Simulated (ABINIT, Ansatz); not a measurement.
# CaZnC2O6 (R-3): G0W0 with ABINIT, start to end, part 2 of 3

Wanted: ground state, empty states, screening and self-energy for CaZnC2O6 (R-3).

ABINIT 10.8.3; LDA and many-body steps on it, plane waves. Known limits of the many-body steps: not at the basis limit; d shell near the gap, gap tends to lie low; coarse k mesh.

So far. Step 2 (Ground state): The gap is indirect, with the least direct gap 1.01 eV higher.

## 3. Bands along the symmetry lines

Level of this step: DFT, LDA, plane waves, norm-conserving pseudopotentials (ABINIT).

The cheap functional maps the bands first; the places of the edges decide which points the dearer methods must see.

Contents of run.abi:

```
acell 3*1.0 Angstrom
rprim 
  2.433014964130 1.404701844483 5.444039263300
  -2.433014964130 1.404701844483 5.444039263300
  0.000000000000 -2.809403688966 5.444039263300
ntypat 4
znucl 20 30 6 8
natom 10
typat 1 2 3 3 4 4 4 4 4 4
xred 
  0.000000000000 0.000000000000 0.000000000000
  0.500000000000 0.500000000000 0.500000000000
  0.242541000000 0.242541000000 0.242541000000
  0.757459000000 0.757459000000 0.757459000000
  0.494747000000 0.964090000000 0.273567000000
  0.964090000000 0.273567000000 0.494747000000
  0.273567000000 0.494747000000 0.964090000000
  0.505253000000 0.035910000000 0.726433000000
  0.035910000000 0.726433000000 0.505253000000
  0.726433000000 0.505253000000 0.035910000000
pp_dirpath "pseudos"
pseudos "Ca.upf, Zn.upf, C.upf, O.upf"
ecut 37
iscf -2
irdden 1
kptopt 0
nkpt 31
kpt 
  0.00000000 0.00000000 0.00000000
  -0.12500000 -0.12500000 -0.12500000
  -0.25000000 -0.25000000 -0.25000000
  -0.37500000 -0.37500000 -0.37500000
  -0.50000000 -0.50000000 -0.50000000
  -0.50000000 -0.42776287 -0.57223713
  -0.50000000 -0.35552575 -0.64447425
  -0.50000000 -0.28328863 -0.71671138
  -0.50000000 -0.21105150 -0.78894850
  -0.21105150 0.21105150 -0.50000000
  -0.15828863 0.15828863 -0.50000000
  -0.10552575 0.10552575 -0.50000000
  -0.05276287 0.05276287 -0.50000000
  0.00000000 0.00000000 -0.50000000
  0.00000000 0.00000000 -0.37500000
  0.00000000 0.00000000 -0.25000000
  0.00000000 0.00000000 -0.12500000
  0.00000000 0.00000000 0.00000000
  0.00000000 0.08888144 -0.08888144
  0.00000000 0.17776287 -0.17776287
  0.00000000 0.26664431 -0.26664431
  0.00000000 0.35552575 -0.35552575
  -0.35552575 0.00000000 -0.64447425
  -0.39164431 0.00000000 -0.60835569
  -0.42776287 0.00000000 -0.57223713
  -0.46388144 0.00000000 -0.53611856
  -0.50000000 0.00000000 -0.50000000
  -0.37500000 0.00000000 -0.37500000
  -0.25000000 0.00000000 -0.25000000
  -0.12500000 0.00000000 -0.12500000
  0.00000000 0.00000000 0.00000000
istwfk *1
nband 44
nbdbuf 2
tolwfr 1e-08
nstep 40
prtwf 0
prtvol 0
indata_prefix "in"
outdata_prefix "out"
tmpdata_prefix "tmp"
```

Started as:

```
OMP_NUM_THREADS=1 mpirun -n 4 abinit run.abi > log
```

Numbers of over 12 decimals in the logs are rounded to 6 here.

The program printed:

```text
.Version 10.8.3 of ABINIT. v10.8.2 released Aug 2026.

 Symmetries : space group R-3 (#148); Bravais hR (rhombohedral)
[... echo of the input left out ...]
== DATASET  1 ==================================================================
-   mpi_nproc: 4, omp_nthreads: 1 (-1 if OMP is not activated)

--- !DatasetInfo
iteration_state: {dtset: 1, }
dimensions: {natom: 10, nkpt: 31, mband: 44, nsppol: 1, nspinor: 1, nspden: 1, mpw: 8149, }
cutoff_energies: {ecut:  37.0, pawecutdg:  -1.0, }
electrons: {nelect:   7.40000000E+01, charge:   0.00000000E+00, occopt:   1.00000000E+00, tsmear:   1.00000000E-02, }

 Real(R)+Recip(G) space primitive vectors, cartesian coordinates (Bohr,Bohr^-1):
 R(1)=  4.5977319  2.6545018 10.2877432  G(1)=  0.1087493  0.0627864  0.0324010
 R(2)= -4.5977319  2.6545018 10.2877432  G(2)= -0.1087493  0.0627864  0.0324010
 R(3)=  0.0000000 -5.3090035 10.2877432  G(3)=  0.0000000 -0.1255728  0.0324010
 Unit cell volume ucvol=  7.5335215E+02 bohr^3
 Angles (23,13,12)=  4.68001632E+01  4.68001632E+01  4.68001632E+01 degrees

 getcut: wavevector=  0.0000  0.0000  0.0000  ngfft=  64  64  64
         ecut(hartree)=     37.000   => boxcut(ratio)=   2.01897

--- Pseudopotential description ------------------------------------------------
- Ca Generated using ONCVPSP code by D. R. Hamann
- 20.00000  10.00000  180309                  znucl, zion, pspdat
12 -1012 2 -1 1724                            pspcod,pspxc,lmax,lloc,mmax
     nproj     2     2     2
  pspatm : epsatm=   12.51424511
         --- l  ekb(1:nproj) -->
             0   10.026170    0.975458
             1    2.942990    0.445396
             2   -3.490458   -1.115963
 pspatm: atomic psp has been read  and splines computed

- Zn Generated using ONCVPSP code by D. R. Hamann
- 30.00000  20.00000  180309                  znucl, zion, pspdat
12 -1012 2 -1 1296                            pspcod,pspxc,lmax,lloc,mmax
     nproj     2     2     2
  pspatm : epsatm=   26.73031766
         --- l  ekb(1:nproj) -->
[...]
pspatm: atomic psp has been read  and splines computed

- C Generated using ONCVPSP code by D. R. Hamann
-  6.00000   4.00000  180309                  znucl, zion, pspdat
12 -1012 1 -1 1234                            pspcod,pspxc,lmax,lloc,mmax
     nproj     2     2     0
  pspatm : epsatm=    4.35103003
         --- l  ekb(1:nproj) -->
[...]
pspatm: atomic psp has been read  and splines computed

- O Generated using ONCVPSP code by D. R. Hamann
-  8.00000   6.00000  201201                  znucl, zion, pspdat
12 -1012 2 -1 926                             pspcod,pspxc,lmax,lloc,mmax
     nproj     2     2     1
  pspatm : epsatm=    6.27558587
         --- l  ekb(1:nproj) -->
[...]
2   -1.033686
 pspatm: atomic psp has been read  and splines computed

[...]
Non-SCF case, kpt   31 (  0.00000  0.00000  0.00000), residuals and eigenvalues=
[...]
1.2990E-02  2.9128E-02  3.8531E-02  3.8531E-02  4.5357E-02  4.5357E-02
  5.3539E-02  2.3332E-01  2.6790E-01  2.6996E-01  3.2930E-01  3.2930E-01
  3.4267E-01  3.9630E-01

--- !ResultsGS
iteration_state: {dtset: 1, }
comment   : Summary of ground state results
lattice_vectors:
- [  4.5977319,   2.6545018,  10.2877432, ]
- [ -4.5977319,   2.6545018,  10.2877432, ]
- [  0.0000000,  -5.3090035,  10.2877432, ]
lattice_lengths: [  11.57684,   11.57684,   11.57684, ]
lattice_angles: [ 46.800,  46.800,  46.800, ] # degrees, (23, 13, 12)
lattice_volume:   7.5335215E+02
convergence: {deltae:  0.000E+00, res2:  0.000E+00, residm:  9.998E-09, diffor:  0.000E+00, }
etotal    :  -3.58912088E+02
entropy   :   0.00000000E+00
fermie    :   8.21541818E-02
cartesian_stress_tensor: null
pressure_GPa: null
xred      :
- [  0.0000E+00,   0.0000E+00,   0.0000E+00, Ca]
- [  5.0000E-01,   5.0000E-01,   5.0000E-01, Zn]
- [  2.4254E-01,   2.4254E-01,   2.4254E-01,  C]
- [  7.5746E-01,   7.5746E-01,   7.5746E-01,  C]
- [  4.9475E-01,   9.6409E-01,   2.7357E-01,  O]
- [  9.6409E-01,   2.7357E-01,   4.9475E-01,  O]
- [  2.7357E-01,   4.9475E-01,   9.6409E-01,  O]
- [  5.0525E-01,   3.5910E-02,   7.2643E-01,  O]
- [  3.5910E-02,   7.2643E-01,   5.0525E-01,  O]
- [  7.2643E-01,   5.0525E-01,   3.5910E-02,  O]
cartesian_forces: null
force_length_stats: {min: null, max: null, mean: null, }

 Integrated electronic density in atomic spheres:
 ------------------------------------------------
 Atom  Sphere_radius  Integrated_density
[...]
================================================================================

 ----iterations are completed or convergence reached----

 Mean square residual over all n,k,spin=   58.540E-10; max=  99.975E-10
 reduced coordinates (array xred) for   10 atoms
[...]
0.035910000000      0.726433000000      0.505253000000
       0.726433000000      0.505253000000      0.035910000000

 cartesian coordinates (angstrom) at end:
[...]
length scales=  1.889726125908  1.889726125908  1.889726125908 bohr
              =  1.000000000000  1.000000000000  1.000000000000 angstroms
 prteigrs : about to open file out_EIG
 Eigenvalues (hartree) for nkpt=  31  k points:
 kpt#   1, nband= 44, wtk=  1.00000, kpt=  0.0000  0.0000  0.0000 (reduced coord)
[...]
kpt#   2, nband= 44, wtk=  1.00000, kpt= -0.1250 -0.1250 -0.1250 (reduced coord)
[...]
kpt#   3, nband= 44, wtk=  1.00000, kpt= -0.2500 -0.2500 -0.2500 (reduced coord)
[...]
kpt#  30, nband= 44, wtk=  1.00000, kpt= -0.1250  0.0000 -0.1250 (reduced coord)
[...]
0.32830    0.32923    0.34175    0.39374
 kpt#  31, nband= 44, wtk=  1.00000, kpt=  0.0000  0.0000  0.0000 (reduced coord)
[...]
-0.07453   -0.06365   -0.06365    0.00862    0.00862    0.01299    0.01299    0.02913
   0.03853    0.03853    0.04536    0.04536    0.05354    0.23332    0.26790    0.26996
   0.32930    0.32930    0.34267    0.39630

== END DATASET(S) ==============================================================
================================================================================

 -outvars: echo values of variables after computation  --------
            nband          44
             nkpt          31
          spgroup         148
 [... the other variables as echoed above ...]

 Calculation completed.
```

It took 3.1 min on 4 MPI ranks of Arm Neoverse N1, shared host; peak memory 0.52 GiB; 12 min of CPU time.

This step gave:

- gap: 3.804 eV
- k of the valence top: 0, 0, -0.5
- k of the conduction bottom: -0.5, -0.5, -0.5
- least direct gap: 4.747 eV

The gap is 3.804 eV, as in the run before at this level.

The electronic bands at the labelled points (eV, zero at the top of the highest filled band):

| point | band 34 | band 35 | band 36 | band 37 | band 38 | band 39 | band 40 | band 41 |
| --- | --- | --- | --- | --- | --- | --- | --- | --- |
| Γ | -1.19 | -1.00 | -1.00 | -0.78 | 4.11 | 5.05 | 5.11 | 6.73 |
| halfway | -1.15 | -1.07 | -1.07 | -0.88 | 3.93 | 4.79 | 5.80 | 6.69 |
| T | -1.15 | -1.09 | -1.05 | -1.05 | 3.80 | 4.66 | 6.65 | 6.65 |
| halfway | -1.18 | -1.09 | -0.74 | -0.43 | 4.40 | 5.04 | 6.53 | 6.64 |
| H2 | -1.31 | -1.26 | -0.26 | -0.09 | 5.25 | 5.39 | 6.39 | 6.62 |
| jump to H0 | -1.31 | -1.26 | -0.26 | -0.09 | 5.25 | 5.39 | 6.39 | 6.62 |
| halfway | -1.43 | -1.27 | -0.30 | -0.05 | 5.19 | 5.39 | 6.38 | 6.59 |
| L | -1.51 | -0.88 | -0.53 | 0.00 | 5.02 | 5.37 | 6.48 | 6.54 |
| halfway | -1.23 | -0.97 | -0.80 | -0.36 | 4.63 | 5.14 | 5.67 | 6.65 |
| Γ | -1.19 | -1.00 | -1.00 | -0.78 | 4.11 | 5.05 | 5.11 | 6.73 |
| halfway | -1.26 | -1.13 | -0.60 | -0.27 | 4.87 | 5.13 | 5.88 | 6.62 |
| S0 | -1.42 | -1.21 | -0.17 | -0.14 | 5.30 | 5.39 | 6.37 | 6.63 |
| jump to S2 | -1.42 | -1.21 | -0.17 | -0.14 | 5.30 | 5.39 | 6.37 | 6.63 |
| halfway | -1.51 | -0.97 | -0.28 | -0.15 | 5.10 | 5.48 | 6.38 | 6.62 |
| F | -1.57 | -0.84 | -0.35 | -0.17 | 5.00 | 5.52 | 6.37 | 6.60 |
| halfway | -1.37 | -0.95 | -0.78 | -0.37 | 4.59 | 5.06 | 5.90 | 6.66 |
| Γ | -1.19 | -1.00 | -1.00 | -0.78 | 4.11 | 5.05 | 5.11 | 6.73 |

## 4. Empty states on the mesh, 2×2×2 mesh, 238 bands

The sums over transitions need many empty states on a uniform mesh; this step solves for them.

Contents of run.abi:

```
acell 3*1.0 Angstrom
rprim 
  2.433014964130 1.404701844483 5.444039263300
  -2.433014964130 1.404701844483 5.444039263300
  0.000000000000 -2.809403688966 5.444039263300
ntypat 4
znucl 20 30 6 8
natom 10
typat 1 2 3 3 4 4 4 4 4 4
xred 
  0.000000000000 0.000000000000 0.000000000000
  0.500000000000 0.500000000000 0.500000000000
  0.242541000000 0.242541000000 0.242541000000
  0.757459000000 0.757459000000 0.757459000000
  0.494747000000 0.964090000000 0.273567000000
  0.964090000000 0.273567000000 0.494747000000
  0.273567000000 0.494747000000 0.964090000000
  0.505253000000 0.035910000000 0.726433000000
  0.035910000000 0.726433000000 0.505253000000
  0.726433000000 0.505253000000 0.035910000000
pp_dirpath "pseudos"
pseudos "Ca.upf, Zn.upf, C.upf, O.upf"
ecut 37
ngkpt 2 2 2
nshiftk 1
shiftk 0 0 0
kptopt 1
chksymbreak 0
iscf -2
irdden 1
istwfk *1
nband 238
nbdbuf 20
tolwfr 1e-09
nstep 60
prtvol 0
indata_prefix "in"
outdata_prefix "out"
tmpdata_prefix "tmp"
```

The program printed:

```text
.Version 10.8.3 of ABINIT. v10.8.2 released Aug 2026.

 Symmetries : space group R-3 (#148); Bravais hR (rhombohedral)
[... echo of the input left out ...]
== DATASET  1 ==================================================================
-   mpi_nproc: 4, omp_nthreads: 1 (-1 if OMP is not activated)

--- !DatasetInfo
iteration_state: {dtset: 1, }
dimensions: {natom: 10, nkpt: 4, mband: 238, nsppol: 1, nspinor: 1, nspden: 1, mpw: 8140, }
cutoff_energies: {ecut:  37.0, pawecutdg:  -1.0, }
electrons: {nelect:   7.40000000E+01, charge:   0.00000000E+00, occopt:   1.00000000E+00, tsmear:   1.00000000E-02, }

 Real(R)+Recip(G) space primitive vectors, cartesian coordinates (Bohr,Bohr^-1):
 R(1)=  4.5977319  2.6545018 10.2877432  G(1)=  0.1087493  0.0627864  0.0324010
 R(2)= -4.5977319  2.6545018 10.2877432  G(2)= -0.1087493  0.0627864  0.0324010
 R(3)=  0.0000000 -5.3090035 10.2877432  G(3)=  0.0000000 -0.1255728  0.0324010
 Unit cell volume ucvol=  7.5335215E+02 bohr^3
 Angles (23,13,12)=  4.68001632E+01  4.68001632E+01  4.68001632E+01 degrees

 getcut: wavevector=  0.0000  0.0000  0.0000  ngfft=  64  64  64
         ecut(hartree)=     37.000   => boxcut(ratio)=   2.01897

--- Pseudopotential description ------------------------------------------------
- Ca Generated using ONCVPSP code by D. R. Hamann
- 20.00000  10.00000  180309                  znucl, zion, pspdat
12 -1012 2 -1 1724                            pspcod,pspxc,lmax,lloc,mmax
     nproj     2     2     2
  pspatm : epsatm=   12.51424511
         --- l  ekb(1:nproj) -->
             0   10.026170    0.975458
             1    2.942990    0.445396
             2   -3.490458   -1.115963
 pspatm: atomic psp has been read  and splines computed

- Zn Generated using ONCVPSP code by D. R. Hamann
- 30.00000  20.00000  180309                  znucl, zion, pspdat
12 -1012 2 -1 1296                            pspcod,pspxc,lmax,lloc,mmax
     nproj     2     2     2
  pspatm : epsatm=   26.73031766
         --- l  ekb(1:nproj) -->
[...]
pspatm: atomic psp has been read  and splines computed

- C Generated using ONCVPSP code by D. R. Hamann
-  6.00000   4.00000  180309                  znucl, zion, pspdat
12 -1012 1 -1 1234                            pspcod,pspxc,lmax,lloc,mmax
     nproj     2     2     0
  pspatm : epsatm=    4.35103003
         --- l  ekb(1:nproj) -->
[...]
pspatm: atomic psp has been read  and splines computed

- O Generated using ONCVPSP code by D. R. Hamann
-  8.00000   6.00000  201201                  znucl, zion, pspdat
12 -1012 2 -1 926                             pspcod,pspxc,lmax,lloc,mmax
     nproj     2     2     1
  pspatm : epsatm=    6.27558587
         --- l  ekb(1:nproj) -->
[...]
2   -1.033686
 pspatm: atomic psp has been read  and splines computed

[...]
1.86E-06  3.20E-05  1.42E-04  1.81E-04  5.19E-04  9.62E-04
 -4.4201E+00 -2.7526E+00 -2.7526E+00 -2.7518E+00 -1.3084E+00 -7.1452E-01
 -7.0651E-01 -6.2912E-01 -6.2912E-01 -6.1529E-01 -5.9287E-01 -5.9287E-01
[...]
2.8712E+00  2.8712E+00  2.9033E+00  2.9108E+00  2.9284E+00  2.9284E+00
  2.9578E+00  2.9616E+00  2.9955E+00  3.0088E+00
 prteigrs : prtvol=0 or 1, do not print more k-points.

--- !ResultsGS
iteration_state: {dtset: 1, }
comment   : Summary of ground state results
lattice_vectors:
- [  4.5977319,   2.6545018,  10.2877432, ]
- [ -4.5977319,   2.6545018,  10.2877432, ]
- [  0.0000000,  -5.3090035,  10.2877432, ]
lattice_lengths: [  11.57684,   11.57684,   11.57684, ]
lattice_angles: [ 46.800,  46.800,  46.800, ] # degrees, (23, 13, 12)
lattice_volume:   7.5335215E+02
convergence: {deltae:  0.000E+00, res2:  0.000E+00, residm:  9.984E-10, diffor:  0.000E+00, }
etotal    :  -3.58912088E+02
entropy   :   0.00000000E+00
fermie    :   8.21541818E-02
cartesian_stress_tensor: null
pressure_GPa: null
xred      :
- [  0.0000E+00,   0.0000E+00,   0.0000E+00, Ca]
- [  5.0000E-01,   5.0000E-01,   5.0000E-01, Zn]
- [  2.4254E-01,   2.4254E-01,   2.4254E-01,  C]
- [  7.5746E-01,   7.5746E-01,   7.5746E-01,  C]
- [  4.9475E-01,   9.6409E-01,   2.7357E-01,  O]
- [  9.6409E-01,   2.7357E-01,   4.9475E-01,  O]
- [  2.7357E-01,   4.9475E-01,   9.6409E-01,  O]
- [  5.0525E-01,   3.5910E-02,   7.2643E-01,  O]
- [  3.5910E-02,   7.2643E-01,   5.0525E-01,  O]
- [  7.2643E-01,   5.0525E-01,   3.5910E-02,  O]
cartesian_forces: null
force_length_stats: {min: null, max: null, mean: null, }

 Integrated electronic density in atomic spheres:
 ------------------------------------------------
 Atom  Sphere_radius  Integrated_density
[...]
================================================================================

 ----iterations are completed or convergence reached----

 Mean square residual over all n,k,spin=   31.056E-11; max=  99.841E-11
 reduced coordinates (array xred) for   10 atoms
[...]
0.035910000000      0.726433000000      0.505253000000
       0.726433000000      0.505253000000      0.035910000000

 cartesian coordinates (angstrom) at end:
    1      0.000000     0.000000     0.000000
    2      0.000000     0.000000     8.166059
[...]
9     -1.680053    -0.348595     6.900842
   10      0.538134     1.629266     6.900842
 length scales=  1.889726125908  1.889726125908  1.889726125908 bohr
              =  1.000000000000  1.000000000000  1.000000000000 angstroms
 prteigrs : about to open file out_EIG
 Eigenvalues (hartree) for nkpt=   4  k points:
 kpt#   1, nband=238, wtk=  0.12500, kpt=  0.0000  0.0000  0.0000 (reduced coord)
[...]
2.76179    2.76179    2.76978    2.77543    2.77543    2.79991    2.79991    2.80583
   2.81738    2.81738    2.86559    2.86559    2.87124    2.87124    2.90330    2.91080
   2.92840    2.92844    2.95779    2.96162    2.99547    3.00881
 prteigrs : prtvol=0 or 1, do not print more k-points.

== END DATASET(S) ==============================================================
================================================================================

 -outvars: echo values of variables after computation  --------
            nband         238
             nkpt           4
          spgroup         148
 [... the other variables as echoed above ...]

 Calculation completed.
```

The job ended after 2.5 min (4 MPI ranks; peak memory 0.57 GiB).

Numbers from this step:

- gap: 3.804 eV
- k of the valence top: 0.5, 0, 0
- k of the conduction bottom: 0.5, 0.5, 0.5
- least direct gap: 4.850 eV
- k points computed: 4
- lowest point of the top converged band, above the valence top: 72.9167 eV

On this mesh the gap is 3.804 eV.

## 5. Screening, 2×2×2 mesh, 218 bands, screening to 176.9 eV

The RPA dielectric matrix is built and inverted for each q.

This step: RPA screening on LDA, plane waves, norm-conserving pseudopotentials.

run.abi, as its differences from that of step 4:

```diff
@@ -28,10 +28,11 @@
 chksymbreak 0
-iscf -2
-irdden 1
 istwfk *1
-nband 238
-nbdbuf 20
-tolwfr 1e-09
-nstep 60
-prtvol 0
+occopt 1
+irdwfk 1
+optdriver 3
+nband 218
+ecuteps 6.5
+inclvkb 2
+awtr 1
+symchi 1
 indata_prefix "in"
```

The program printed:

```text
.Version 10.8.3 of ABINIT. v10.8.2 released Aug 2026.

 Symmetries : space group R-3 (#148); Bravais hR (rhombohedral)
[... echo of the input left out ...]
== DATASET  1 ==================================================================
-   mpi_nproc: 4, omp_nthreads: 1 (-1 if OMP is not activated)

--- !DatasetInfo
iteration_state: {dtset: 1, }
dimensions: {natom: 10, nkpt: 4, mband: 218, nsppol: 1, nspinor: 1, nspden: 1, mpw: 8140, }
cutoff_energies: {ecut:  37.0, pawecutdg:  -1.0, }
electrons: {nelect:   7.40000000E+01, charge:   0.00000000E+00, occopt:   1.00000000E+00, tsmear:   1.00000000E-02, }

 SCREENING: Calculation of the susceptibility and dielectric matrices

 Based on a program developped by R.W. Godby, V. Olevano, G. Onida, and L. Reining.
 Incorporated in ABINIT by V. Olevano, G.-M. Rignanese, and M. Torrent.
.Using double precision arithmetic ; gwpc =  8

[... cell and pseudopotentials left out ...]
--------------------------------------------------------------------------------

 ==== K-mesh for the wavefunctions ====
 Number of points in the irreducible wedge :     4
[... list of points left out ...]
 Together with  6 symmetry operations and time-reversal symmetry
 yields     8 points in the full Brillouin Zone.

 ==== Q-mesh for the screening function ====
 Number of points in the irreducible wedge :     4
[... list of points left out ...]
 Together with  6 symmetry operations and time-reversal symmetry
 yields     8 points in the full Brillouin Zone.

 setmesh: FFT mesh size selected  =    45x   45x   45
          total number of points  =        91125

 vcoul_init : cutoff-mode = AUXILIARY_FUNCTION
 q-points for optical limit:   1
     1)      0.000010    0.000020    0.000030

- screening: taking advantage of time-reversal symmetry
- Maximum band index for partially occupied states nbvw = 37
- Remaining bands to be divided among processors   nbcw = 181
- Number of bands treated by each node ~45

 Number of electrons calculated from density =   74.0000; Expected =   74.0000
 average of density, n =  0.098228
 r_s =    1.3445
 omega_plasma =   30.2324 [eV]

 calculating chi0 at frequencies [eV] :
  1    0.000000E+00    0.000000E+00
  2    0.000000E+00    3.023239E+01

--------------------------------------------------------------------------------
  q-point number  1        q = ( 0.000000, 0.000000, 0.000000) [r.l.u.]
--------------------------------------------------------------------------------
[... chi0 elements left out ...]
 For q-point:  0.000010 0.000020 0.000030
  dielectric constant =   2.9654
  dielectric constant without local fields =   3.3167

  Average fulfillment of the sum rule on Im[epsilon] for q-point    1 :     54.89  [%]
[... wings left out ...]
  q-point number  2        q = ( 0.500000, 0.000000, 0.000000) [r.l.u.]
--------------------------------------------------------------------------------
[... chi0 elements left out ...]
  Average fulfillment of the sum rule on Im[epsilon] for q-point    2 :     58.72  [%]

 [... 2 further q-points ...]
```

Wall time 4.7 min (4 MPI ranks); peak memory 2.7 GiB; 19 min of CPU time.

This step gave:

| Quantity | Value |
| --- | --- |
| ε∞ with local fields, on this mesh, along the program's q direction | 2.965 |
| the same without local fields | 3.317 |
| plasma frequency | 30.23 eV |
| plane waves in the screening matrix | 593 |

Local fields lower ε∞ by 11 %. On a Γ-centred mesh this coarse the value itself is usually too large, while a short band sum pulls it down.

(Part 2 of 3 ends here.)

[Paths, hosts, dates, memory and timing lines, banners, echoed tables and standing remarks are left out of the program output.]

[Logs are printed without paths, hosts, clocks, repeated set-up lines and the standing remarks that a program may print on its own settings, such as how far it seeks lower states.]

[Runs of the session that timed out or met a known fault of the program may be left out.]

[Hosts, paths, dates, database ids (printed as entryN), source tags and the programs' standing remarks are cut or masked in the printed files.]

[G0W0 gaps are taken among the corrected bands and points alone; a level outside them can change the order at an edge.]

[Where Ansatz stands beside ABINIT at settings called matched, ABINIT's density can come from a denser mesh and the files from another edition; pairs whose starting gaps differed by over 0.03 eV were left out, so agreement reads better than it is.]
